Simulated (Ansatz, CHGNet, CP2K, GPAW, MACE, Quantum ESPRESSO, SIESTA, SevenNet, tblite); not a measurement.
# CP2K runs on C(110) slab, H on the bottom face, stepped (108 atoms)

Wanted: CP2K inputs and outputs for C(110) slab, H on the bottom face, stepped (108 atoms), checked against a plane-wave reference.

Main program and level: CP2K 2026.2; the method is named at each step.

## Step 1: Starting point

The cell holds 108 atoms: 84 C and 24 H. Cell: a = 10.089 Å, b = 10.701 Å, c = 14.673 Å, α = 90.0°, β = 90.0°, γ = 90.0°. It derives from C (diamond-structure). Diamond-structure C (a = 3.567 Å), (110) slab of 4 atomic planes, 4 x 3 surface cells, H on the broken bonds of the bottom face, 10 Å of vacuum; the top repeat layer removed from part of the cell (two steps); displaced by a Gaussian of 0.02 Å. Then every atom was moved at random, 0.03 Å r.m.s. a Cartesian component (hydrogen 0.6 of that). Regions: slab, 84 atoms (84 C); hydrogen, 24 atoms (24 H). Vacuum lies along c.

The yardstick, on the same geometry:

| Property | Result |
| --- | --- |
| method | Kohn-Sham DFT, PBE, SSSP efficiency 1.3.0 pseudopotentials, plane waves (Quantum ESPRESSO 7.5); sssp-pbe-1.3.0-efficiency, cutoffs 45/360 Ry, Γ point |
| r.m.s. force component | 1.589 eV/Å |
| longest force | 6.022 eV/Å |
| time | 2.8 min on 4 MPI ranks of Arm Neoverse V2, shared host |
| CPU time | 11 min |

## Step 2: PBE, DZVP-UZH, 450/50 Ry, diagonalisation

Method: Kohn-Sham DFT, PBE, GTH-PBE pseudopotentials, Gaussian and plane waves, DZVP-MOLOPT (UZH set), diagonalisation.

input.inp

```
&GLOBAL
  PROJECT cell
  RUN_TYPE ENERGY_FORCE
  PRINT_LEVEL LOW
&END GLOBAL
&FORCE_EVAL
  METHOD QS
  &DFT
    BASIS_SET_FILE_NAME BASIS_MOLOPT_UZH
    POTENTIAL_FILE_NAME POTENTIAL_UZH
    &MGRID
      CUTOFF 450
      REL_CUTOFF 50
    &END MGRID
    &QS
      EPS_DEFAULT 1.0E-12
    &END QS
    &SCF
      SCF_GUESS ATOMIC
      EPS_SCF 1.0E-06
      MAX_SCF 200
      ADDED_MOS 45
      &DIAGONALIZATION
        ALGORITHM STANDARD
      &END DIAGONALIZATION
      &SMEAR ON
        METHOD FERMI_DIRAC
        ELECTRONIC_TEMPERATURE [K] 580
      &END SMEAR
      &MIXING
        METHOD BROYDEN_MIXING
        ALPHA 0.15
        NBROYDEN 8
      &END MIXING
      &PRINT
        &RESTART OFF
        &END RESTART
      &END PRINT
    &END SCF
    &XC
      &XC_FUNCTIONAL PBE
      &END XC_FUNCTIONAL
    &END XC
    &PRINT
      &MULLIKEN ON
      &END MULLIKEN
      &LOWDIN ON
      &END LOWDIN
      &HIRSHFELD ON
      &END HIRSHFELD
      &MO ON
        EIGENVALUES T
        OCCUPATION_NUMBERS T
        MO_INDEX_RANGE 169 192
        &EACH
          QS_SCF 0
        &END EACH
        ADD_LAST NUMERIC
      &END MO
    &END PRINT
  &END DFT
  &SUBSYS
    &CELL
      A 10.08900 0.00000 0.00000
      B 0.00000 10.70100 0.00000
      C 0.00000 0.00000 14.67336
    &END CELL
    &COORD
      SCALED
      C 0.87196 0.17091 0.40237
      C 0.00066 0.08152 0.40105
      C 0.99597 0.00215 0.48753
      C 0.87532 0.25287 0.48788
      C 0.87272 0.16135 0.56791
      C 0.00163 0.08844 0.57409
      C 0.99982 0.00315 0.65860
      C 0.12378 0.16504 0.40056
      C 0.25032 0.08581 0.40153
      C 0.25101 0.99466 0.48830
      C 0.11981 0.25120 0.48711
      C 0.12586 0.16956 0.57557
      C 0.24421 0.08501 0.57315
      C 0.24711 0.99733 0.65787
      C 0.12572 0.25507 0.65733
      C 0.87714 0.50170 0.40278
      C 0.00106 0.41530 0.40157
      C 0.00506 0.33491 0.48962
      C 0.87325 0.58572 0.48732
      C 0.87010 0.50004 0.57397
      C 0.99681 0.41728 0.57054
      C 0.99890 0.33531 0.65514
      C 0.37724 0.16593 0.40100
      C 0.49848 0.08410 0.40087
      C 0.49887 0.00121 0.48949
      C 0.37198 0.25320 0.48627
      C 0.37454 0.16805 0.57273
      C 0.49726 0.07937 0.57234
      C 0.37365 0.25228 0.66164
      C 0.12386 0.49780 0.40360
      C 0.24842 0.41324 0.40102
      C 0.24767 0.33643 0.48759
      C 0.12476 0.58727 0.48645
      C 0.13189 0.50428 0.57583
      C 0.25069 0.41743 0.57144
      C 0.25119 0.33451 0.65704
      C 0.12491 0.58445 0.65965
      C 0.87344 0.83341 0.40202
      C 0.99751 0.75030 0.40340
      C 0.00414 0.66690 0.48675
      C 0.87613 0.91776 0.48814
      C 0.87428 0.83438 0.56890
      C 0.99752 0.75315 0.56903
      C 0.99840 0.66340 0.66224
      C 0.62577 0.16876 0.40049
      C 0.74973 0.08305 0.40107
      C 0.74858 0.00034 0.48645
      C 0.62613 0.24904 0.48464
      C 0.62734 0.16288 0.57180
      C 0.74965 0.07656 0.57128
      C 0.37442 0.50248 0.40191
      C 0.50263 0.42252 0.39981
      C 0.49802 0.33320 0.48671
      C 0.38082 0.58710 0.48639
      C 0.37989 0.50100 0.57599
      C 0.49785 0.41869 0.57570
[... 48 atom lines left out ...]
      H 0.37360 0.89176 0.34221
      H 0.49842 0.69224 0.33854
      H 0.62335 0.89152 0.34081
      H 0.75033 0.69184 0.34051
    &END COORD
    &KIND C
      BASIS_SET DZVP-MOLOPT-PBE-GTH-q4
      POTENTIAL GTH-PBE-q4
    &END KIND
    &KIND H
      BASIS_SET DZVP-MOLOPT-PBE-GTH-q1
      POTENTIAL GTH-PBE-q1
    &END KIND
  &END SUBSYS
  &PRINT
    &FORCES ON
    &END FORCES
  &END PRINT
&END FORCE_EVAL
```

Command:

```bash
> OMP_NUM_THREADS=1 mpirun -np 4 cp2k.psmp -i input.inp > output.txt
```

Numbers of over 12 decimals in the logs are rounded to 6 here.

What it wrote:

```text
CP2K| version string:                                       CP2K version 2026.2
 CP2K| Input file name                                                 input.inp
 GLOBAL| Basis set file name                                    BASIS_MOLOPT_UZH
 GLOBAL| Potential file name                                       POTENTIAL_UZH
 GLOBAL| Run type                                                   ENERGY_FORCE
 GLOBAL| Total number of message passing processes                             4
 GLOBAL| Number of threads for this process                                    1
 TOTAL NUMBERS AND MAXIMUM NUMBERS
  Total number of            - Atomic kinds:                                   2
                             - Atoms:                                        108
                             - Shell sets:                                   108
                             - Shells:                                       492
                             - Primitive Cartesian functions:                540
                             - Cartesian basis functions:                   1296
                             - Spherical basis functions:                   1212
  Maximum angular momentum of- Orbital basis functions:                        2
                             - Local part of the GTH pseudopotential:          2
                             - Non-local part of the GTH pseudopotential:      0
 SCF PARAMETERS         Density guess:                                    ATOMIC
                        max_scf:                                             200
                        eps_scf:                                        1.00E-06
                        added MOs                                        45    0
                        Mixing method:                            BROYDEN_MIXING
                                                charge density mixing in g-space
                        Smear method:                                FERMI_DIRAC
                        Electronic temperature [K]:                        580.0
                        Electronic temperature [a.u.]:                  1.84E-03
                        Accuracy threshold:                             1.00E-10
 Extrapolation method: initial_guess
 Number of electrons:                                                        360
 Number of occupied orbitals:                                                180
 Number of molecular orbitals:                                               225
 Number of orbital functions:                                               1212
 Number of independent orbital functions:                                   1212
 SCF WAVEFUNCTION OPTIMIZATION
  Step     Update method      Time    Convergence         Total energy    Change
     1 NoMix/Diag. 0.15E+00    3.1     0.74724384      -497.5106041684 -4.98E+02
     2 Broy./Diag. 0.15E+00    4.2     0.25506388      -455.4453026394  4.21E+01
     3 Broy./Diag. 0.15E+00    4.2     0.33643699      -466.9946356271 -1.15E+01
     4 Broy./Diag. 0.15E+00    4.2     0.29843516      -481.9342844283 -1.49E+01
[...]
64 Broy./Diag. 0.15E+00    4.2     0.00000114      -490.0321868693 -9.05E-07
    65 Broy./Diag. 0.15E+00    4.2     0.00000068      -490.0321881712 -1.30E-06
  *** SCF run converged in    65 steps ***
  Electronic density on regular grids:       -360.0000000000        0.0000000000
  Core density on regular grids:              359.9999999997       -0.0000000003
  Total charge density on r-space grids:       -0.0000000003
  Total charge density g-space grids:          -0.0000000003
  Overlap energy of the core charge distribution:               1.00188e-05
  Self energy of the core charge distribution:              -1153.615485
  Core Hamiltonian energy:                                    360.839931
  Hartree energy:                                             457.921797
  Exchange-correlation energy:                               -155.170671
  Electronic entropic energy:                                  -0.00776985
  Fermi energy:                                                 0.029685
  Total energy:                                              -490.032188
  Total energy (extrapolated to T->0):                       -490.028303
 MO| EIGENVALUES AND OCCUPATION NUMBERS
 MO|
 MO|  Index      Eigenvalue [a.u.]        Eigenvalue [eV]             Occupation
 MO|    169              -0.027565              -0.750087               2.000000
 MO|    170              -0.021577              -0.587152               2.000000
 MO|    171              -0.017248              -0.469354               2.000000
[...]
MO|    191               0.099213               2.699712               0.000000
 MO|    192               0.100704               2.740308               0.000000
 MO| Sum:                                                             360.000000
 MO| E(Fermi):            0.029685 a.u.          0.807775 eV
 !-----------------------------------------------------------------------------!
                     Mulliken Population Analysis
 #  Atom  Element  Kind  Atomic population                           Net charge
       1     C        1          4.072849                             -0.072849
       2     C        1          4.072353                             -0.072353
       3     C        1          3.982705                              0.017295
[...]
# Total charge                            360.000000                 -0.000000
 !-----------------------------------------------------------------------------!
 !-----------------------------------------------------------------------------!
                           Hirshfeld Charges
  #Atom  Element  Kind  Ref Charge     Population                    Net charge
      1       C      1       4.000          4.428                        -0.428
      2       C      1       4.000          4.429                        -0.429
      3       C      1       4.000          3.984                         0.016
[...]
107       H      2       1.000          0.569                         0.431
    108       H      2       1.000          0.570                         0.430
  Total Charge                                                            0.021
 !-----------------------------------------------------------------------------!
 LOWDIN POPULATION ANALYSIS
 #  Atom  Element  Kind  Atomic population                           Net charge
[...]
107     H        2          1.007634                             -0.007634
     108     H        2          0.995437                              0.004563
 # Total charge                            360.000000                 -0.000000
 ENERGY| Total FORCE_EVAL ( QS ) energy [hartree]           -490.032219
 FORCES| Atomic forces [hartree/bohr]
 FORCES|   Atom     x               y               z               |f|
 FORCES|      1  2.77580833E-02 -5.73402843E-02 -4.98313307E-03   6.39003209E-02
 FORCES|      2 -2.11046083E-02  5.22619572E-02  1.74090578E-02   5.89897614E-02
 FORCES|      3  4.53729470E-02 -1.85037485E-02 -9.13997775E-03   4.98460853E-02
[...]
FORCES|    107  1.91098926E-03  1.31037501E-02 -2.15899205E-02   2.53275505E-02
 FORCES|    108  2.98514581E-04 -6.98502805E-04 -3.28427033E-03   3.37097148E-03
 FORCES| Sum     5.33257229E-05  2.18207090E-05 -8.60523757E-05
 FORCES| Total atomic force                                       1.03560550E-04
```

Elapsed: 4.8 min, on 4 MPI ranks of Arm Neoverse V2, shared host; peak memory 3.5 GiB.

Banners, paths, timers and routine set-up lines are dropped from the logs unmarked, and long logs keep their key lines alone; longer cuts are marked.

Compared with the plane-wave run:

```yaml
r_m_s_force_component: 1.61 eV/Å
r_m_s_difference_of_force_components: 42.3 meV/Å
longest_difference_of_force_vectors: 172.5 meV/Å
force_difference_over_r_m_s_force: 2.662 %
slope_of_forces_against_the_reference_s: 1.013
correlation_of_force_components: 0.9997
```

Length of the force difference by element (eV/Å):

```
element  atoms   mean   most
      C     84  0.074   0.17
      H     24  0.028  0.046
```

Local excerpt of 9 atoms (numbers count through the whole input) about H101, picked at random; x, y, z are measured from there.

```
atom      x      y     z  distance (Å)  bonds  Mulliken charge (e)     Fx     Fy  Fz (eV/Å)
H101   0.00   0.00  0.00          0.00      1                 0.08  -0.10  -0.13      -0.15
 C58  -0.01  -0.62  0.90          1.10      4                -0.07  -0.46  -0.89      -0.06
 H86  -1.28   1.43  0.01          1.92      1                 0.08  -0.12  -0.34      -0.77
 H88   1.25   1.46  0.02          1.92      1                 0.08   0.01  -0.22      -0.71
 C59   1.27  -1.49  0.88          2.14      4                -0.07  -0.95   0.82       1.31
 C61  -0.01   0.28  2.15          2.17      4                 0.01  -0.43   0.64      -0.65
 C39  -1.30  -1.50  0.92          2.19      4                -0.07   1.25   1.34      -1.10
H102   1.23  -2.11  0.00          2.44      1                 0.09   0.23  -0.12      -0.67
 H96  -1.26  -2.12  0.00          2.46      1                 0.08  -0.16   0.18       0.08
```

Forces lie 2.7 % from the reference's, at 1.7 times its CPU time; the SCF took 65 steps, which the time reflects.

The difference per atom is largest on C (0.074 eV/Å on average, against 0.028 on H).

## Step 3: PBE, TZV2P-MOLOPT, 450/50 Ry, diagonalisation

Method: Kohn-Sham DFT, PBE, GTH-PBE pseudopotentials, Gaussian and plane waves, TZV2P-MOLOPT-GTH, diagonalisation.

Edit input.inp of step 2 so:

```diff
@@ -8,4 +8,4 @@
   &DFT
-    BASIS_SET_FILE_NAME BASIS_MOLOPT_UZH
-    POTENTIAL_FILE_NAME POTENTIAL_UZH
+    BASIS_SET_FILE_NAME BASIS_MOLOPT
+    POTENTIAL_FILE_NAME GTH_POTENTIALS
     &MGRID
@@ -48,4 +48,2 @@
       &END LOWDIN
-      &HIRSHFELD ON
-      &END HIRSHFELD
       &MO ON
@@ -67,8 +65,8 @@
     &END CELL
-    &COORD
-      SCALED
-[... 108 atom lines left out: the same atoms as in the first run ...]
-    &END COORD
+    &TOPOLOGY
+      COORD_FILE_NAME structure.xyz
+      COORD_FILE_FORMAT XYZ
+    &END TOPOLOGY
     &KIND C
-      BASIS_SET DZVP-MOLOPT-PBE-GTH-q4
+      BASIS_SET TZV2P-MOLOPT-GTH-q4
       POTENTIAL GTH-PBE-q4
@@ -76,3 +74,3 @@
     &KIND H
-      BASIS_SET DZVP-MOLOPT-PBE-GTH-q1
+      BASIS_SET TZV2P-MOLOPT-GTH-q1
       POTENTIAL GTH-PBE-q1
```

structure.xyz

```xyz
108

C 8.79720 1.82891 5.90412
C 0.00666 0.87235 5.88475
C 10.04834 0.02301 7.15370
C 8.83110 2.70596 7.15884
C 8.80487 1.72661 8.33315
C 0.01645 0.94640 8.42383
C 10.08718 0.03371 9.66387
C 1.24882 1.76609 5.87756
C 2.52548 0.91825 5.89179
C 2.53244 10.64386 7.16500
C 1.20876 2.68809 7.14754
C 1.26980 1.81446 8.44555
C 2.46383 0.90969 8.41004
C 2.49309 10.67243 9.65316
C 1.26839 2.72950 9.64524
C 8.84947 5.36869 5.91014
C 0.01069 4.44413 5.89238
C 0.05105 3.58387 7.18437
C 8.81022 6.26779 7.15062
C 8.77844 5.35093 8.42207
[... 84 atom lines left out ...]
H 3.76925 9.54272 5.02137
H 5.02856 7.40766 4.96752
H 6.28898 9.54016 5.00083
H 7.57008 7.40338 4.99643
```

What it wrote:

```text
CP2K| version string:                                       CP2K version 2026.2
 CP2K| Input file name                                                 input.inp
 GLOBAL| Basis set file name                                        BASIS_MOLOPT
 GLOBAL| Potential file name                                      GTH_POTENTIALS
[... lines left out ...]
                        Smear method:                                FERMI_DIRAC
[... lines left out ...]
 Number of electrons:                                                        360
[... lines left out ...]
  Step     Update method      Time    Convergence         Total energy    Change
[... lines left out ...]
  *** SCF run converged in    53 steps ***
[... lines left out ...]
  Fermi energy:                                                 0.026849
  Total energy:                                              -490.286688
  Total energy (extrapolated to T->0):                       -490.282712
[... lines left out ...]
 MO| E(Fermi):            0.026849 a.u.          0.730592 eV
[... lines left out ...]
     107     H        2          1.029809                             -0.029809
     108     H        2          1.012546                             -0.012546
 # Total charge                            360.000000                 -0.000000
 ENERGY| Total FORCE_EVAL ( QS ) energy [hartree]           -490.286719
 FORCES| Atomic forces [hartree/bohr]
 FORCES|   Atom     x               y               z               |f|
 FORCES|      1  2.72708346E-02 -5.68189121E-02 -4.89402068E-03   6.32142281E-02
 FORCES|      2 -2.06219825E-02  5.18262353E-02  1.70596758E-02   5.83288725E-02
 FORCES|      3  4.41382541E-02 -1.83172155E-02 -9.05355108E-03   4.86381809E-02
[...]
FORCES|    107  1.85529017E-03  1.25706118E-02 -2.04739076E-02   2.40965407E-02
 FORCES|    108  2.86265476E-04 -5.12647232E-04 -2.70786678E-03   2.77079368E-03
 FORCES| Sum     4.96832681E-05  1.62877713E-05 -9.08492441E-05
 FORCES| Total atomic force                                       1.04820341E-04
```

The job ended after 36 min (4 MPI ranks; peak memory 4.5 GiB).

Against the reference:

```yaml
r_m_s_force_component: 1.59 eV/Å
r_m_s_difference_of_force_components: 17.33 meV/Å
longest_difference_of_force_vectors: 61.79 meV/Å
force_difference_over_r_m_s_force: 1.09 %
slope_of_forces_against_the_reference_s: 1
correlation_of_force_components: 0.9999
```

Against the first run (2.7 %), the force difference from the reference is 1.1 %, at 7.6 times the CPU time, with 2064 basis functions against 1212; this set comes with other potentials too, so the change isn't the basis's alone.

(Continued in part 2 of 2.)

[Also dropped from logs without a mark: logging warnings of Python, and SIESTA's first energy breakdown and zero terms.]

[Logs are printed without paths, hosts, clocks, repeated set-up lines and the standing remarks that a program may print on its own settings, such as how far it seeks lower states.]

[Hosts, paths, dates, database ids (printed as entryN), source tags and the programs' standing remarks are cut or masked in the printed files.]
